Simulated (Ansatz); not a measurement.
**Kohn anomalies in Sb (Pm-3m)**

Wanted: frequencies of Sb (Pm-3m) solved wavevector by wavevector at several smearings. The first relaxation steps of the session are not shown, so no cell shown is the starting entry, unless a step says so.

Calculated with Ansatz 0.2.0; DFT PBEsol, scalar-relativistic, plane waves, PAW.

This is not the structure that Sb takes at ambient pressure and room temperature (space group No. 166); it is a model or a phase of other conditions.

## Step 1: The cell after earlier relaxation steps

The structure is cubic, space group Pm-3m (No. 221). Conventional cell: a = 3.059 Å, b = 3.059 Å, c = 3.059 Å, α = 90.00°, β = 90.00°, γ = 90.00°. Sb has 6 Sb at 3.06 Å nearest.

As a file:

```cif
data_structure
_symmetry_space_group_name_H-M 'Pm-3m'
_symmetry_Int_Tables_number 221
_cell_length_a 3.0587
_cell_length_b 3.0587
_cell_length_c 3.0587
_cell_angle_alpha 90.000
_cell_angle_beta 90.000
_cell_angle_gamma 90.000
_cell_volume 28.62
loop_
_atom_site_label
_atom_site_type_symbol
_atom_site_symmetry_multiplicity
_atom_site_Wyckoff_symbol
_atom_site_fract_x
_atom_site_fract_y
_atom_site_fract_z
_atom_site_occupancy
Sb1 Sb 1 a 0.00000 0.00000 0.00000 1
```

## Step 2: Relaxing cell and atoms

The relaxation is repeated from the new cell as a check. Earlier relaxation steps are not shown.

File input.yaml:

```yaml
crystal:
  lattice:
    - [3.058727093, 0.0, 0.0]
    - [0.0, 3.058727093, 0.0]
    - [0.0, 0.0, 3.058727093]
  atoms:
    - { symbol: Sb, position: [0.0, 0.0, 0.0] }
kpoints:
  mp_grid: { grid: [10, 10, 10] }
hamiltonian:
  xc: pbesol
scf:
  occupations: { method: gaussian, width: 0.1 }
output:
  forces: true
  stress: true
  eigenvalues: true
  write_density: true
  write_potential: true
  elf: true
  volumetric_format: npy
relax:
  adjacent_minimum: "off"
  f_tol: 0.005
  max_steps: 80
  cell: { stress_tol: 0.05 }
```

Run with:

```console
ansatz run input.yaml --threads 4 --pin off --max-ram 8192MiB --backend cpu --events-out ev --progress --plain --runs-dir out
```

Numbers of over 12 decimals in the logs are rounded to 6 here.

Log:

```text
[the first part of the log is left out]
  E_nonlocal   = 364.168533
  E_hartree    = 699.574204
  E_xc         = -137.684984
  E_vxc        = -96.890525  (∫ρ·V_xc dr)
  E_paw        = -4499.693246  (= ΣΔE_a)
  E_vpaw       = -494.116259  (= ΣTr[D̂ρ^β])
  E_aug_tail   = -0.000002  (compensation charges beyond the density's cutoff)
  E_ewald      = -1502.686776
  E_core_change = 0.331857  (= ΣΔE_core)
  E_smearing   = -0.001760  (= −TS)
  E_closure    = -0.000000  (closes the sum)
  Σ components = -6408.070894   (vs F -6408.070894, Δ=0.00e0)
--- Forces (eV/Å), atoms counted from 1 ---
  atom   1  Sb     0.00000000     0.00000000     0.00000000
  max |Σ_I F_I| component: 6.57e-32 eV/Å
--- Stress (GPa, compression-positive) ---
       -0.033196      -0.000000       0.000000
        0.000000      -0.033196       0.000000
        0.000000       0.000000      -0.033196
  P = ⅓ Tr σ = -0.0332 GPa (-0.332 kbar)
--- Band table (eV; the first three rows and the last of 56) ---
  k-point 0: bands = ["-18.6987", "-18.6987", "-18.4935", "-18.4935", "-18.4935", "-2.2566", "13.8360", "13.8360", "13.8360", "17.6629", "17.6629", "18.8612"]
  k-point 1: bands = ["-18.6979", "-18.6816", "-18.4985", "-18.4985", "-18.4931", "-2.1052", "12.1580", "13.9868", "13.9868", "17.7876", "18.4360", "20.1447"]
  k-point 2: bands = ["-18.6959", "-18.6366", "-18.5116", "-18.5116", "-18.4921", "-1.6584", "9.5982", "14.4166", "14.4166", "18.1602", "18.9183", "23.3148"]
  k-point 55: bands = ["-18.6035", "-18.6035", "-18.6035", "-18.4098", "-18.4098", "6.1487", "8.7849", "8.7849", "8.7849", "15.2835", "15.2835", "15.2835"]
--- Relaxed structure (1 steps of the walk, 1 accepted, 1 SCFs on fresh bases) ---
  F+E_penalty+E_count = -6408.07089433 eV   max|allowed force component| = 0.000e0 eV/Å   (the final SCF, on the basis selected at the relaxed cell)
  cell:  # Å, volume = 28.6169 Å³
    - [3.058727093, 0.0, 0.0]
    - [0.0, 3.058727093, 0.0]
    - [0.0, 0.0, 3.058727093]
  atoms:
    - { symbol: Sb, position: [0.0, 0.0, 0.0] }
```

Run time: 0.87 s. Hardware: 4 threads of Arm Neoverse V2, shared host; peak memory 0.3 GiB; 2.6 s of CPU time.

Little changed from the start: no atom moved by 0.005 Å and no cell edge by 0.1 %.

Numbers from this step:

```yaml
pressure: -0.03320 GPa
volume_per_atom: 28.62 Å³
metallic_on_mesh: yes
gap_on_the_k_mesh: 0 eV
```

ELF in the ac plane at fractional y = 0.000, with atoms of Sb within 0.2 Å of it. It is the smooth field of the valence electrons, not physical close to the nuclei.

Values, 16 rows by 16 columns:
```
0.00 0.00 0.02 0.14 0.31 0.39 0.47 0.55 0.55 0.55 0.47 0.39 0.31 0.14 0.02 0.00
0.01 0.02 0.09 0.23 0.35 0.39 0.48 0.53 0.52 0.53 0.48 0.39 0.35 0.23 0.09 0.02
0.11 0.14 0.23 0.33 0.37 0.42 0.48 0.48 0.45 0.48 0.48 0.42 0.37 0.33 0.23 0.14
0.30 0.31 0.35 0.37 0.40 0.45 0.46 0.40 0.36 0.40 0.46 0.45 0.40 0.37 0.35 0.31
0.38 0.39 0.39 0.42 0.45 0.45 0.39 0.30 0.26 0.30 0.39 0.45 0.45 0.42 0.39 0.39
0.46 0.47 0.48 0.48 0.46 0.39 0.28 0.20 0.17 0.20 0.28 0.39 0.46 0.48 0.48 0.47
0.56 0.55 0.53 0.48 0.40 0.30 0.20 0.13 0.11 0.13 0.20 0.30 0.40 0.48 0.53 0.55
0.57 0.55 0.52 0.45 0.36 0.26 0.17 0.11 0.09 0.11 0.17 0.26 0.36 0.45 0.52 0.55
0.56 0.55 0.53 0.48 0.40 0.30 0.20 0.13 0.11 0.13 0.20 0.30 0.40 0.48 0.53 0.55
0.46 0.47 0.48 0.48 0.46 0.39 0.28 0.20 0.17 0.20 0.28 0.39 0.46 0.48 0.48 0.47
0.38 0.39 0.39 0.42 0.45 0.45 0.39 0.30 0.26 0.30 0.39 0.45 0.45 0.42 0.39 0.39
0.30 0.31 0.35 0.37 0.40 0.45 0.46 0.40 0.36 0.40 0.46 0.45 0.40 0.37 0.35 0.31
0.11 0.14 0.23 0.33 0.37 0.42 0.48 0.48 0.45 0.48 0.48 0.42 0.37 0.33 0.23 0.14
0.01 0.02 0.09 0.23 0.35 0.39 0.48 0.53 0.52 0.53 0.48 0.39 0.35 0.23 0.09 0.02
0.00 0.00 0.02 0.14 0.31 0.39 0.47 0.55 0.55 0.55 0.47 0.39 0.31 0.14 0.02 0.00
0.00 0.00 0.01 0.11 0.30 0.38 0.46 0.56 0.57 0.56 0.46 0.38 0.30 0.11 0.01 0.00
```
Columns run along a (3.1 Å), rows up along c (3.1 Å). Atoms in or near the plane, at fractional coordinates: Sb at (0.00, 0.00).

Electrostatic potential energy in the ac plane at fractional y = 0.000, with atoms of Sb within 0.2 Å of it. With pseudopotentials it is smooth inside the atoms' cores, unlike the true potential.

Ten even steps from '0' (-18 eV) to '9' (13 eV):
```
0000036888630000
0000147888741000
0001368898863100
0013578999875310
3346789999987643
6678899999998876
8888999999999888
8889999999999988
8888999999999888
6678899999998876
3346789999987643
0013578999875310
0001368898863100
0000147888741000
0000036888630000
0000036888630000
```
Columns run along a (3.1 Å; values clipped at the 3rd and 97th percentile), rows up along c (3.1 Å). Atoms in or near the plane, at fractional coordinates: Sb at (0.00, 0.00).

Valence density in the ac plane at fractional y = 0.000, with atoms of Sb within 0.2 Å of it. It is the smooth field of the valence electrons, not physical close to the nuclei.

Values in e/Å³, 16 rows by 16 columns:
```
19 15  8  3  1  1  0  0  0  0  0  1  1  3  8 15
10  8  4  2  1  1  0  0  0  0  0  1  1  2  4  8
 4  3  2  1  1  0  0  0  0  0  0  0  1  1  2  3
 1  1  1  1  0  0  0  0  0  0  0  0  0  1  1  1
 1  1  1  0  0  0  0  0  0  0  0  0  0  0  1  1
 0  0  0  0  0  0  0  0  0  0  0  0  0  0  0  0
 0  0  0  0  0  0  0  0  0  0  0  0  0  0  0  0
 0  0  0  0  0  0  0  0  0  0  0  0  0  0  0  0
 0  0  0  0  0  0  0  0  0  0  0  0  0  0  0  0
 0  0  0  0  0  0  0  0  0  0  0  0  0  0  0  0
 1  1  1  0  0  0  0  0  0  0  0  0  0  0  1  1
 1  1  1  1  0  0  0  0  0  0  0  0  0  1  1  1
 4  3  2  1  1  0  0  0  0  0  0  0  1  1  2  3
10  8  4  2  1  1  0  0  0  0  0  1  1  2  4  8
19 15  8  3  1  1  0  0  0  0  0  1  1  3  8 15
23 19 10  4  1  1  0  0  0  0  0  1  1  4 10 19
```
Columns run along a (3.1 Å), rows up along c (3.1 Å). Atoms in or near the plane, at fractional coordinates: Sb at (0.00, 0.00).

The largest force is now zero by symmetry and the largest stress component 0.033 GPa, small enough for phonons.

## Step 3: Phonons along a line: Fermi–Dirac smearing of 0.1 eV

The smearing blurs the Fermi surface that screens the phonons; a Fermi–Dirac width is an electronic temperature.

input.yaml, the sections that differ from step 2:

```yaml
kpoints:
  mp_grid: { grid: [16, 16, 16] }
scf:
  occupations: { method: fermi_dirac, width: 0.1 }
output:
  eigenvalues: true
phonons:
  method: dfpt
  qpoints:
    - [0.0, 0.0625, 0.0]
    - [0.0, 0.1875, 0.0]
    - [0.0, 0.3125, 0.0]
    - [0.0, 0.4375, 0.0]
# crystal, hamiltonian: as in step 2
# relax: removed
```

Log:

```text
[...]
Crystal: 1 atoms, lattice volume = 28.617 Å³
Basis set: ecut = 420 eV, 587 PW (Γ), exchange–correlation on 48×48×48 points (8 copies of the dense FFT grid, shifted against one another)
Bands: 12, of which v1, the nominal top of the filled ones, is band 8 counted from 1 (7 counted from 0)
Symmetry: 48 space group operations
k-points: 165 of 4096
[...]
SCF iter   1: F=—  HF=-6408.066488 eV  |F-HF|=—  |Δ(HF+E_count)|=         —  Δρ=2.20e-3  dr2=9.08e-4  ethr=1.77e-3  ⟨swp⟩=5.1  Hψ=11649  notcnv=0
[...]
SCF iter   9: F=-6408.065021 eV  HF=-6408.065021 eV  |F-HF|=9.09e-12  |Δ(HF+E_count)|=  1.00e-10  Δρ=1.83e-7  dr2=7.06e-12  ethr=1.00e-12  ⟨swp⟩=5.4  Hψ=9871  notcnv=0
SCF 1 converged in 9 iterations: F = -6408.065021 eV  dr2 = 7.06e-12
[...]
NSCF: frozen V_eff on 165 k-points
[...]
DFPT response loops at q = (0, 0, 0) (fractional): preconditioner auto → Kerker (q_TF=auto, 2.450 Å⁻¹) (partly filled bands, converged f_vac=0.000); β = 1.00, the filter's whole step (`scf.mixing.beta` (0.50) is not read by the response loops under this deck's `scf.mixing.preconditioner`; to damp them name `kerker` or `kerker_dos`, under which they read `scf.mixing.beta`, and type it under 1.00, their step now; both keys bind the ground state too); Broyden in place of MSR1
[...]
SCF converged after 9 iterations
Free energy (F): -6408.065021 eV
[...]
Internal energy: -6408.050083 eV  (E = F + TS)
E sigma→0 (E₀):  -6408.057552 eV
Entropy (-TS):   -0.014938 eV (-14.938 meV/atom)
Fermi energy:    10.452618 eV
[...]
--- Band table (eV; the first three rows and the last of 165) ---
  k-point 0: bands = [... 4 lower, -18.5006, -2.2614, 13.8320, 13.8320, 13.8320, 17.6594, 17.6594, 18.8550]
  k-point 1: bands = [... 4 lower, -18.5004, -2.2021, 13.0372, 13.8914, 13.8914, 17.7081, 18.1630, 19.2947]
  k-point 2: bands = [... 4 lower, -18.5000, -2.0253, 11.5184, 14.0659, 14.0659, 17.8541, 18.5545, 20.8630]
  k-point 164: bands = [... 4 lower, -18.4176, 6.1420, 8.7801, 8.7801, 8.7801, 15.2817, 15.2817, 15.2817]
--- Phonons (Γ-DFPT): 1 representative perturbation + reference (Σ response iterations 3) ---
  ASR residual: 2.410e-5 → 0.000e0 eV/Å²; symmetrization residual: 1.637e-11 eV/Å²
  ASR residual per site (eV/Å²): 2.41e-5
  Γ frequencies (cm⁻¹): 0.00 0.00 0.00
  non-analytic LO–TO correction: not included (Born effective charges unavailable; polar crystals: no LO–TO splitting at Γ)
--- Phonons (arbitrary-q DFPT): 4 explicit q-points ---
  q = [0, 0.0625, 0] (2 solved perturbations in 2016 linear systems a pass and spin channel, the states on 1296 of 4096 k-point pairs; hermiticity 9.54e-14, symmetrization 6.13e-12): 9.27 9.27 31.54
[...]
sum rule: each row above includes the acoustic sum rule's correction from the zone centre's row sums; it moved no ω² by more than (0.23 cm⁻¹)²
```

Wall time 47 s (4 threads); peak memory 1.3 GiB; 3 min of CPU time.

Each wavevector solved by linear response. Frequency against |q| along the line:

| \|q\| along the line (Å⁻¹) | mode 1 = mode 2 (cm⁻¹) | mode 3 (cm⁻¹) |
| --- | --- | --- |
| 0.128 | 9.27 | 31.5 |
| 0.385 | 25.5 | 85.4 |
| 0.642 | 34.2 | 109 |
| 0.899 | 34.9 | 108 |

## Step 4: Wavevectors along a line: Fermi–Dirac smearing of 0.25 eV

The smearing blurs the Fermi surface that screens the phonons; a Fermi–Dirac width is an electronic temperature.

input.yaml: that of step 3 with these lines changed.

```diff
@@ -12,3 +12,3 @@
 scf:
-  occupations: { method: fermi_dirac, width: 0.1 }
+  occupations: { method: fermi_dirac, width: 0.25 }
 output:
```

Wider smearing eases the sum over k-points of a metal but moves the result away from its zero-temperature value.

Log:

```text
band count auto-derived: 13 (N_el = 15.0; filled up to band 8; 12 by the electrons, moments and atoms)
[...]
Crystal: 1 atoms, lattice volume = 28.617 Å³
Basis set: ecut = 420 eV, 587 PW (Γ), exchange–correlation on 48×48×48 points (8 copies of the dense FFT grid, shifted against one another)
Bands: 13, of which v1, the nominal top of the filled ones, is band 8 counted from 1 (7 counted from 0)
[... 1 set-up line as in the run before ...]
k-points: 165 of 4096
[...]
SCF iter   1: F=—  HF=-6408.109263 eV  |F-HF|=—  |Δ(HF+E_count)|=         —  Δρ=2.24e-3  dr2=8.81e-4  ethr=1.77e-3  ⟨swp⟩=5.1  Hψ=11751  notcnv=0
[...]
SCF iter   9: F=-6408.107878 eV  HF=-6408.107878 eV  |F-HF|=5.46e-12  |Δ(HF+E_count)|=  4.46e-11  Δρ=1.29e-7  dr2=2.90e-12  ethr=1.00e-12  ⟨swp⟩=6.7  Hψ=9564  notcnv=0
SCF 1 converged in 9 iterations: F = -6408.107878 eV  dr2 = 2.90e-12
[...]
WARN: eigensolver did not converge in 2 slots of this pass, the one above among them; of largest residual over every band (k=1): 1 band(s) unlocked (lowest unlocked band 12, counted from 0; max residual 4.55e-4 eV among the unlocked bands, 4.55e-4 eV over every band); of lowest unlocked band (k=1): band 12
[...]
SCF converged after 9 iterations
Free energy (F): -6408.107878 eV
[...]
Internal energy: -6408.004284 eV  (E = F + TS)
E sigma→0 (E₀):  -6408.056081 eV
Entropy (-TS):   -0.103594 eV (-103.594 meV/atom)
Fermi energy:    10.461313 eV
[...]
--- Band table (eV; the first three rows and the last of 165) ---
  k-point 0: bands = [... 4 lower, -18.4968, -2.2607, 13.8327, 13.8327, 13.8327, 17.6597, 17.6597, 18.8548, ... 1 higher]
  k-point 1: bands = [... 4 lower, -18.4966, -2.2015, 13.0378, 13.8920, 13.8920, 17.7085, 18.1633, 19.2946, ... 1 higher]
  k-point 2: bands = [... 4 lower, -18.4962, -2.0247, 11.5189, 14.0666, 14.0666, 17.8545, 18.5546, 20.8632, ... 1 higher]
  k-point 164: bands = [... 4 lower, -18.4139, 6.1433, 8.7807, 8.7807, 8.7807, 15.2817, 15.2817, 15.2817, ... 1 higher]
[...]
ASR residual: 8.588e-5 → 0.000e0 eV/Å²; symmetrization residual: 1.395e-11 eV/Å²
  ASR residual per site (eV/Å²): 8.59e-5
  Γ frequencies (cm⁻¹): 0.00 0.00 0.00
[...]
--- Phonons (arbitrary-q DFPT): 4 explicit q-points ---
[...]
```

Wall time 49 s (4 threads); peak memory 1.3 GiB.

Each wavevector solved by linear response. Frequency against |q| along the line:

| \|q\| along the line (Å⁻¹) | mode 1 = mode 2 (cm⁻¹) | mode 3 (cm⁻¹) |
| --- | --- | --- |
| 0.128 | 8.43 | 31.2 |
| 0.385 | 23.9 | 85.1 |
| 0.642 | 32.9 | 111 |
| 0.899 | 33.6 | 105 |

Against step 3 (now smearing width 0.25 eV), the free energy moves by -42.9 meV an atom.

## Step 5: Phonons along a line: Fermi–Dirac smearing of 0.04 eV

The smearing blurs the Fermi surface that screens the phonons; a Fermi–Dirac width is an electronic temperature.

input.yaml: that of step 4 with these lines changed.

```diff
@@ -12,3 +12,3 @@
 scf:
-  occupations: { method: fermi_dirac, width: 0.25 }
+  occupations: { method: fermi_dirac, width: 0.04 }
 output:
```

Narrower smearing comes nearer the zero-temperature value but asks more of the mesh.

Log:

```text
[...]
Crystal: 1 atoms, lattice volume = 28.617 Å³
Basis set: ecut = 420 eV, 587 PW (Γ), exchange–correlation on 48×48×48 points (8 copies of the dense FFT grid, shifted against one another)
Bands: 12, of which v1, the nominal top of the filled ones, is band 8 counted from 1 (7 counted from 0)
[... 1 set-up line as in the run before ...]
k-points: 165 of 4096
[...]
SCF iter   1: F=—  HF=-6408.061122 eV  |F-HF|=—  |Δ(HF+E_count)|=         —  Δρ=2.19e-3  dr2=9.30e-4  ethr=1.77e-3  ⟨swp⟩=5.9  Hψ=11819  notcnv=0
[...]
SCF iter   9: F=-6408.059531 eV  HF=-6408.059531 eV  |F-HF|=8.19e-12  |Δ(HF+E_count)|=  9.46e-11  Δρ=1.77e-7  dr2=6.78e-12  ethr=1.00e-12  ⟨swp⟩=5.7  Hψ=9733  notcnv=0
SCF 1 converged in 9 iterations: F = -6408.059531 eV  dr2 = 6.78e-12
[...]
SCF converged after 9 iterations
Free energy (F): -6408.059531 eV
[...]
Internal energy: -6408.058009 eV  (E = F + TS)
E sigma→0 (E₀):  -6408.058770 eV
Entropy (-TS):   -0.001522 eV (-1.522 meV/atom)
Fermi energy:    10.446016 eV
[...]
--- Band table (eV; the first three rows and the last of 165) ---
  k-point 0: bands = [... 4 lower, -18.5021, -2.2617, 13.8317, 13.8317, 13.8317, 17.6592, 17.6592, 18.8551]
  k-point 1: bands = [... 4 lower, -18.5019, -2.2024, 13.0369, 13.8911, 13.8911, 17.7079, 18.1629, 19.2947]
  k-point 2: bands = [... 4 lower, -18.5014, -2.0256, 11.5182, 14.0656, 14.0656, 17.8540, 18.5544, 20.8629]
  k-point 164: bands = [... 4 lower, -18.4190, 6.1413, 8.7798, 8.7798, 8.7798, 15.2817, 15.2817, 15.2817]
[...]
ASR residual: 2.833e-6 → 0.000e0 eV/Å²; symmetrization residual: 5.639e-11 eV/Å²
  ASR residual per site (eV/Å²): 2.83e-6
  Γ frequencies (cm⁻¹): 0.00 0.00 0.00
[...]
--- Phonons (arbitrary-q DFPT): 4 explicit q-points ---
[...]
```

Run time: 47 s. Hardware: 4 threads; peak memory 1.2 GiB.

Each wavevector solved by linear response. Frequency against |q| along the line:

| \|q\| along the line (Å⁻¹) | mode 1 = mode 2 (cm⁻¹) | mode 3 (cm⁻¹) |
| --- | --- | --- |
| 0.128 | 9.68 | 32.8 |
| 0.385 | 26.0 | 87.2 |
| 0.642 | 34.6 | 108 |
| 0.899 | 35.5 | 112 |

Against step 3 (now smearing width 0.04 eV), the free energy moves by +5.5 meV an atom.

## Step 6: Wavevectors along a line: Methfessel–Paxton smearing of 0.2 eV

Each wavevector is solved by itself, so no interpolation smooths a dip of the branch.

input.yaml: that of step 5 with these lines changed.

```diff
@@ -12,3 +12,3 @@
 scf:
-  occupations: { method: fermi_dirac, width: 0.04 }
+  occupations: { method: methfessel_paxton, width: 0.2 }
 output:
```

Log:

```text
[...]
Crystal: 1 atoms, lattice volume = 28.617 Å³
Basis set: ecut = 420 eV, 587 PW (Γ), exchange–correlation on 48×48×48 points (8 copies of the dense FFT grid, shifted against one another)
Bands: 12, of which v1, the nominal top of the filled ones, is band 8 counted from 1 (7 counted from 0)
[... 1 set-up line as in the run before ...]
k-points: 165 of 4096
[...]
SCF iter   1: F=—  HF=-6408.059496 eV  |F-HF|=—  |Δ(HF+E_count)|=         —  Δρ=2.18e-3  dr2=9.19e-4  ethr=1.77e-3  ⟨swp⟩=5.1  Hψ=11278  notcnv=0
[...]
SCF iter   9: F=-6408.058005 eV  HF=-6408.058005 eV  |F-HF|=1.00e-11  |Δ(HF+E_count)|=  9.28e-11  S|Δr|=    0.00e0  Δρ=1.79e-7  dr2=6.95e-12  ethr=1.00e-12  ⟨swp⟩=5.8  Hψ=9970  notcnv=0
SCF 1 converged in 9 iterations: F = -6408.058005 eV  dr2 = 6.95e-12
[...]
SCF converged after 9 iterations
Stability not checked: this state was not tested for a lower state beside it, because cold or Methfessel-Paxton smearing, or corrected tetrahedra, fill the levels in a way that the test cannot read (fill_not_monotonic; see scf.lower_state_search)
Free energy (F): -6408.058005 eV
[...]
Internal energy: -6408.060214 eV  (E = F + TS)
E sigma→0 (E₀):  -6408.058557 eV
Entropy (-TS):   0.002209 eV (2.209 meV/atom)
Fermi energy:    10.446794 eV
[...]
--- Band table (eV; the first three rows and the last of 165) ---
  k-point 0: bands = [... 4 lower, -18.5020, -2.2616, 13.8318, 13.8318, 13.8318, 17.6592, 17.6592, 18.8552]
  k-point 1: bands = [... 4 lower, -18.5018, -2.2024, 13.0370, 13.8911, 13.8911, 17.7080, 18.1629, 19.2948]
  k-point 2: bands = [... 4 lower, -18.5013, -2.0255, 11.5182, 14.0656, 14.0656, 17.8540, 18.5545, 20.8630]
  k-point 164: bands = [... 4 lower, -18.4189, 6.1414, 8.7799, 8.7799, 8.7799, 15.2817, 15.2817, 15.2817]
[...]
ASR residual: 7.664e-6 → 0.000e0 eV/Å²; symmetrization residual: 5.457e-12 eV/Å²
  ASR residual per site (eV/Å²): 7.66e-6
  Γ frequencies (cm⁻¹): 0.00 0.00 0.00
[...]
--- Phonons (arbitrary-q DFPT): 4 explicit q-points ---
[...]
```

Run time: 48 s. Hardware: 4 threads; peak memory 1.3 GiB.

Each wavevector solved by linear response. Frequency against |q| along the line:

| \|q\| along the line (Å⁻¹) | mode 1 = mode 2 (cm⁻¹) | mode 3 (cm⁻¹) |
| --- | --- | --- |
| 0.128 | 9.71 | 32.5 |
| 0.385 | 26.1 | 86.7 |
| 0.642 | 34.7 | 108 |
| 0.899 | 35.6 | 112 |

Against step 3 (now occupations Methfessel-Paxton and smearing width 0.2 eV), the free energy moves by +7.0 meV an atom.

## Step 7: The lowest branch at each setting

Lowest frequency against |q| along the line:

| \|q\| along the line (Å⁻¹) | fermi dirac 0.1 eV, k 16x16x16 (cm⁻¹) | fermi dirac 0.25 eV, k 16x16x16 (cm⁻¹) | fermi dirac 0.04 eV, k 16x16x16 (cm⁻¹) | methfessel paxton 0.2 eV, k 16x16x16 (cm⁻¹) |
| --- | --- | --- | --- | --- |
| 0.128 | 9.27 | 8.43 | 9.68 | 9.71 |
| 0.385 | 25.5 | 23.9 | 26.0 | 26.1 |
| 0.642 | 34.2 | 32.9 | 34.6 | 34.7 |
| 0.899 | 34.9 | 33.6 | 35.5 | 35.6 |

## Step 8: Summary of results

```yaml
phonon_run_of_the_rows_without_a_label_of_their_own: PBEsol, k 16×16×16
lowest_branch_at_the_last_solved_point_fermi_dirac_0p1_ev: 34.9 cm⁻¹ at |q| = 0.899 Å⁻¹
lowest_branch_at_the_last_solved_point_fermi_dirac_0p25_ev: 33.6 cm⁻¹ at |q| = 0.899 Å⁻¹
lowest_branch_at_the_last_solved_point_fermi_dirac_0p04_ev: 35.5 cm⁻¹ at |q| = 0.899 Å⁻¹
lowest_branch_at_the_last_solved_point_methfessel_paxton_0p2_ev: 35.6 cm⁻¹ at |q| = 0.899 Å⁻¹
```

**Reading.** No branch softens by more than 4 % of the top frequency as the smearing narrows, so no anomaly that hangs on the smearing shows at these points. The line holds 4 wavevectors, so a narrow dip between them would be missed. Between Fermi–Dirac 0.25 eV and Fermi–Dirac 0.04 eV the largest change, with modes counted by rank of frequency, is in mode 3 at |q| = 0.899 Å⁻¹, from 105 to 112 cm⁻¹. Where branches cross, a count by rank can hide a softening. At the narrowest width the k mesh may not resolve the Fermi surface, so part of the change can be mesh noise.

[Logs are printed without paths, hosts, clocks, repeated set-up lines and the standing remarks that a program may print on its own settings, such as how far it seeks lower states.]

[Hosts, paths, dates, database ids (printed as entryN), source tags and the programs' standing remarks are cut or masked in the printed files.]
